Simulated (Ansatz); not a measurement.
# Gap against volume in random fluorite-type alloy of CaF2 and CdF2 (96 atoms)

The cell holds 96 atoms: 24 Cd, 64 F and 8 Ca. Cell: a = 10.980 Å, b = 10.980 Å, c = 10.980 Å, α = 90.0°, β = 90.0°, γ = 90.0°. It derives from CaF2 (fluorite-type) and CdF2, repeated 2×2×2. The starting structure: Fluorite-type CaF2, 2 x 2 x 2 conventional cells, 24 of 32 Ca sites given to Cd at random (x = 0.750), lattice by Vegard's rule (a = 5.408 Å); every coordinate displaced by a Gaussian of 0.09 Å.

Calculated with Ansatz 0.2.0: Kohn-Sham DFT, PBE, PAW (set soft_2), plane waves; cutoff 420 eV, Γ point, fermi-dirac smearing of 0.025 eV. The relaxed cell was scaled evenly and the atoms were relaxed at each volume. The gap is that between the highest filled and the lowest empty Kohn-Sham level on the run's k-points.

```
volume (Å³/atom)  gap (eV)
          12.410               3.905
          12.962                   ?
          13.376               3.615
          13.789               3.494
          14.203               3.378
          14.617               3.265
```

**Question.** Fit a straight line in ln V to the rows given and interpolate to the withheld row.

**Working.**

A volume deformation potential makes the spacing linear in u = ln(V/V0), with V0 = 13.789 Å³ the relaxed volume; v is the spacing.

```
u = ln(V/V0)  v (eV)
   -0.105361  3.9055
  -0.0304599  3.6151
           0  3.4942
   0.0295586  3.3779
   0.0582688  3.2653
```

With n = 5: mean u = -0.00959864, mean v = 3.5316, Σ(u − ū)² = 0.015837, Σ(u − ū)(v − v̄) = -0.061998. Slope b = -0.061998 / 0.015837 = -3.9148; intercept a = v̄ − b ū = 3.4940.

At the withheld volume u = -0.06188, and v = a + b u.

Prediction at 12.962: 3.736 eV. The run gave 3.74 eV, so the fit is low by 0.0037 eV (0.10 % of the value).

The slope, -3.91 eV, says that the spacing narrows on expansion. Among the rows given, the largest miss of the fit is at 13.376, by 0.0018 eV (0.29 % of the range of the table).

Limits: The table spans 16 % in volume, wide for a linear law. Semilocal functionals tend to put gaps under measured ones. Only the Γ point is sampled. The mesh needn't hold the band edges.

[Logs are printed without paths, hosts, clocks, repeated set-up lines and the standing remarks that a program may print on its own settings, such as how far it seeks lower states.]

[Hosts, paths, dates, database ids (printed as entryN), source tags and the programs' standing remarks are cut or masked in the printed files.]
